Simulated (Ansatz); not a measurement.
# CoCuAs2Se2: relaxing a made-up structure, part 2 of 2

This structure for CoCuAs2Se2 is made up. Its elements were placed in a known structure type with a cell scaled to their sizes. What cell does the guess relax to, and how far off was it?

Ansatz 0.2.0; DFT, PBE, plane-wave PAW, files of the set soft_1, scalar-relativistic, ferromagnetic start, cell and ions relaxed at zero pressure; PAW set soft_1 (the session's first sound run).

So far: The structure; Relaxing cell and atoms.

**3. Electronic structure of the relaxed cell**

A second self-consistent run takes a narrower smearing and the mesh shown in its input; the bands follow along the standard path of the relaxed lattice.

This step: DFT, PBE, plane-wave PAW, files of the set soft_1, scalar-relativistic, no spin, bands and density of states at the relaxed cell; PAW set soft_1 (Ansatz 0.2.0).

The input, input.yaml:

```yaml
crystal:
  lattice:
    - [4.9255581614, 0.0, 0.2935770191]
    - [0.0, 3.6974256348, 0.0]
    - [-0.2004318983, 0.0, 5.8460683495]
  atoms:
    - { symbol: Se, position: [0.8047991011, 0.0, 0.6437803479] }
    - { symbol: Se, position: [0.1952008989, 0.0, 0.3562196521] }
    - { symbol: As, position: [0.2899106417, 0.5, 0.8866716797] }
    - { symbol: As, position: [0.7100893583, 0.5, 0.1133283203] }
    - { symbol: Cu, position: [0.5, 0.5, 0.5] }
    - { symbol: Co, position: [0.0, 0.0, 0.0] }
kpoints:
  mp_grid: { grid: [6, 8, 6] }
  band_path:
    path:
      - [[0.0, 0.0, 0.0], [0.0, 0.0, -0.5], [-0.48965922, 0.0, -0.51466188], [-0.5, 0.0, -0.5], [-0.5, -0.5, -0.5], [-0.51034078, -0.5, -0.48533812], [-0.5, -0.5, 0.0], [-0.5, 0.0, 0.0], [-0.51034078, 0.0, -0.48533812]]
      - [[-0.48965922, -0.5, -0.51466188], [0.0, -0.5, -0.5], [0.0, -0.5, 0.0]]
      - [[0.0, 0.0, -0.5], [0.0, -0.5, -0.5]]
    npoints: 7
scf:
  occupations: { method: fermi_dirac, width: 0.03 }
  n_extra_bands: 10
hamiltonian:
  xc: pbe
  pseudopotentials: { kind: paw, azcp: { folder: soft_1 } }
output:
  forces: true
  stress: true
  write_bands: true
  dos: { projected: true }
  write_density: true
  write_potential: true
  elf: true
  volumetric_format: npy
```

Run with:

```
ansatz run input.yaml --threads 4 --pin off --max-ram 10240MiB --backend cpu --events-out ev --progress --plain --runs-dir out
```

Numbers of over 12 decimals in the logs are rounded to 6 here.

The log of the run:

```text
[...]
Crystal: 6 atoms, lattice volume = 106.685 Å³
Basis set: ecut = 420 eV, 2089 PW (Γ), exchange–correlation on 72×50×80 points (8 copies of the dense FFT grid, shifted against one another)
Bands: 59, of which v1, the nominal top of the filled ones, is band 49 counted from 1 (48 counted from 0)
Symmetry: 4 space group operations
[...]
k-points: 100 of 288
[...]
SCF iter   1: F=—  HF=-32414.592736 eV  |F-HF|=—  |Δ(HF+E_count)|=         —  Δρ=2.71e-1  dr2=9.56e1  ethr=3.10e-3  ⟨swp⟩=6.0  Hψ=20374  notcnv=0  defer=3
[...]
SCF iter  15: F=-32402.616594 eV  HF=-32402.616594 eV  |F-HF|=6.55e-9  |Δ(HF+E_count)|=   3.06e-9  Δρ=4.99e-6  dr2=3.92e-8  ethr=1.02e-10  ⟨swp⟩=15.1  Hψ=44969  notcnv=0
SCF 1 converged in 15 iterations: F = -32402.616594 eV  dr2 = 3.92e-8
[...]
NSCF: frozen V_eff on 80 k-points
SCF converged after 15 iterations
Free energy (F): -32402.616594 eV
[...]
Internal energy: -32402.606342 eV  (E = F + TS)
E sigma→0 (E₀):  -32402.611468 eV
Entropy (-TS):   -0.010252 eV (-1.709 meV/atom)
Fermi energy:    11.756097 eV
[...]
--- Forces (eV/Å), atoms counted from 1 ---
  atom   1  Se     0.00680402    -0.00000000     0.00497395
  atom   2  Se    -0.00680402     0.00000000    -0.00497395
  atom   3  As     0.02390274    -0.00000000     0.02502347
  atom   4  As    -0.02390274     0.00000000    -0.02502347
  atom   5  Cu     0.00000000     0.00000000     0.00000000
  atom   6  Co     0.00000000     0.00000000     0.00000000
  max |Σ_I F_I| component: 6.94e-18 eV/Å
--- Stress (GPa, compression-positive) ---
       -0.050370      -0.000000      -0.021527
       -0.000000      -0.132947      -0.000000
       -0.021526      -0.000000      -0.005280
  P = ⅓ Tr σ = -0.0629 GPa (-0.629 kbar)
--- Band table (eV; the first three rows and the last of 100) ---
  k-point 0: bands = [... 45 lower, 9.8645, 10.4926, 11.3887, 11.7672, 12.6373, 13.8009, 14.2952, 15.3717, ... 6 higher]
  k-point 1: bands = [... 45 lower, 10.0110, 10.4830, 11.3924, 11.5515, 12.7299, 13.4763, 13.6816, 15.3579, ... 6 higher]
  k-point 2: bands = [... 45 lower, 10.4493, 10.6166, 11.1093, 11.4226, 12.8560, 12.9257, 13.1074, 15.0947, ... 6 higher]
  k-point 99: bands = [... 45 lower, 10.0109, 10.5694, 11.1663, 11.4581, 12.2872, 12.6060, 13.4205, 14.2004, ... 6 higher]
```

Elapsed: 16 s, on 4 threads of AMD EPYC 7B13 (Zen 3), shared host; peak memory 0.9 GiB; 60 s of CPU time.

This step gave:

* free energy: -32402.6166 eV
* energy at zero smearing: -32402.6115 eV
* smearing term TS: 0.01025 eV
* Fermi energy: 11.76 eV
* pressure: -0.06287 GPa

bands.tsv at the labelled points (eV, zero at the Fermi level; the bands that come nearest the Fermi level along the path):

```
point  band 46  band 47  band 48  band 49  band 50  band 51  band 52  band 53
    Γ    -1.89    -1.26    -0.37     0.01     0.88     2.04     2.54     3.62
    Y    -1.29    -0.98    -0.91    -0.34     0.86     1.15     1.51     3.00
    H    -1.47    -0.83    -0.11    -0.03     0.16     0.21     1.90     1.98
    C    -1.47    -0.83    -0.12     0.01     0.15     0.18     1.90     1.98
    E    -1.75    -1.19    -0.59    -0.30     0.53     0.85     1.66     2.44
   M1    -1.75    -1.19    -0.60    -0.30     0.53     0.86     1.67     2.40
    A    -1.93    -1.86    -1.19    -0.87     0.01     1.86     2.33     2.86
    X    -1.19    -1.10    -0.54     0.83     1.04     1.38     1.85     2.07
   H1    -1.47    -0.83    -0.11    -0.03     0.16     0.21     1.90     1.98
    M    -1.75    -1.19    -0.60    -0.30     0.53     0.86     1.67     2.40
    D    -1.93    -1.55    -1.25    -1.20    -0.75     0.69     1.14     2.46
    Z    -1.45    -1.41    -1.20    -1.08    -0.11     0.58     0.85     0.89
    Y    -1.29    -0.98    -0.91    -0.34     0.86     1.15     1.51     3.00
    D    -1.93    -1.55    -1.25    -1.20    -0.75     0.69     1.14     2.46
```

Valence density in the ac plane at fractional y = 0.000, with atoms of Se and Co within 0.2 Å of it. It is the smooth field of the valence electrons, not physical close to the nuclei.

Ten steps, logarithmic in the rise over the least value, from '_' (0 e/Å³) to '@' (46 e/Å³), each cell a mean:
```
%%**::________________..==##
==--..________________..::--
....________________........
..________________..::--::..
..______________..::**%%**::
..______________..::##@@%%--
..______________..::++##++::
..........________..::::::..
..::====::..__________......
..++%%%%==..________________
..++%%@@++..________________
..::++++::..________________
....::....__________________
::......________________..::
**==::________________..--**
@@##--________________..==%%
```
Columns run along a (4.9 Å), rows up along c (5.8 Å). Atoms in or near the plane, at fractional coordinates: Se at (0.80, 0.64), Se at (0.20, 0.36), Co at (0.00, 0.00).

Electrostatic potential energy in the ac plane at fractional y = 0.000, with atoms of Se and Co within 0.2 Å of it. With pseudopotentials it is smooth inside the atoms' cores, unlike the true potential.

Ten even steps from '_' (-31 eV) to '@' (16 eV), each cell a mean:
```
____==@@@@@@@@@@@@@@@@##::__
..--##@@@@@@@@@@@@@@@@%%**::
##%%@@@@@@@@@@@@@@%%%%######
%%@@@@@@@@@@@@@@%%**++++++**
%%@@@@@@@@@@@@@@%%++##%%##++
##@@@@@@@@@@@@@@##++%%@@@@++
##%%@@@@@@@@@@@@%%++**%%##++
%%##****##@@@@@@@@##++++++**
##++++**++##@@@@@@@@%%%%%%%%
++**@@@@****%%@@@@@@@@@@@@%%
++**@@@@**++%%@@@@@@@@@@@@%%
##++****++##@@@@@@@@@@@@@@@@
%%##****##%%@@@@@@@@@@@@@@%%
==**%%%%@@@@@@@@@@@@@@@@##++
__..**@@@@@@@@@@@@@@@@%%--__
____==%%@@@@@@@@@@@@@@##..__
```
Columns run along a (4.9 Å; values clipped at the 3rd and 97th percentile), rows up along c (5.8 Å). Atoms in or near the plane, at fractional coordinates: Se at (0.80, 0.64), Se at (0.20, 0.36), Co at (0.00, 0.00).

ELF in the ac plane at fractional y = 0.000, with atoms of Se and Co within 0.2 Å of it. It is the smooth field of the valence electrons, not physical close to the nuclei.

Ten even steps from '_' (0.03) to '@' (0.77), each cell a mean:
```
##++::::::..______..::::--**
----::::::..______::==--::::
::::::::..______::++##%%##==
**--....______..++##%%@@@@@@
##--__________--##%%++==**@@
##--..________--%%@@==..--%%
##++====--..__::##@@##==**%%
%%%%%%%%%%++....==@@@@%%%%%%
%%%%##%%@@%%==....==********
%%**::::%%@@**..____....::++
%%##::::##@@**..________..++
@@@@%%##%%##==..________..++
++%%@@@@##++..______....::::
::::==**==::______..::::::::
++--::::::________..::::--++
@@**--::::..______..::::==##
```
Columns run along a (4.9 Å), rows up along c (5.8 Å). Atoms in or near the plane, at fractional coordinates: Se at (0.80, 0.64), Se at (0.20, 0.36), Co at (0.00, 0.00).

**4. What came out**

- space group, relaxed: P2/m
- conventional cell: a = 4.934, b = 3.697, c = 5.850 Å; α = 90.0°, β = 91.4°, γ = 90.0°
- volume per atom: 17.78 Å³ (guess 18.76)
- total moment: 0.00 μB in the cell of 6 atoms

CoCuAs2Se2 relaxes to P2/m with a = 4.934, b = 3.697 and c = 5.850 Å. The guessed volume was 5 % too large. The space group P2/m was held in the relaxation, so the end point is a stationary structure within it and may be a saddle against distortions or other arrangements. The moments died out from this one start and weren't seeded again at the relaxed cell. Bands cross the Fermi level, so it is a metal or semimetal at this level. On the 6×8×6 mesh with the narrower smearing (relaxed on 5×7×5) the largest force component is 0.025 eV/Å and the largest stress component is 0.133 GPa, against the relaxation's thresholds of 0.015 eV/Å and 0.05 GPa. The cutoff wasn't tested. No dispersion term is used, so weakly bound directions may come out too long. Nothing here tests whether the compound is stable against decomposition.

[Logs are printed without paths, hosts, clocks, repeated set-up lines and the standing remarks that a program may print on its own settings, such as how far it seeks lower states.]

[Hosts, paths, dates, database ids (printed as entryN), source tags and the programs' standing remarks are cut or masked in the printed files.]
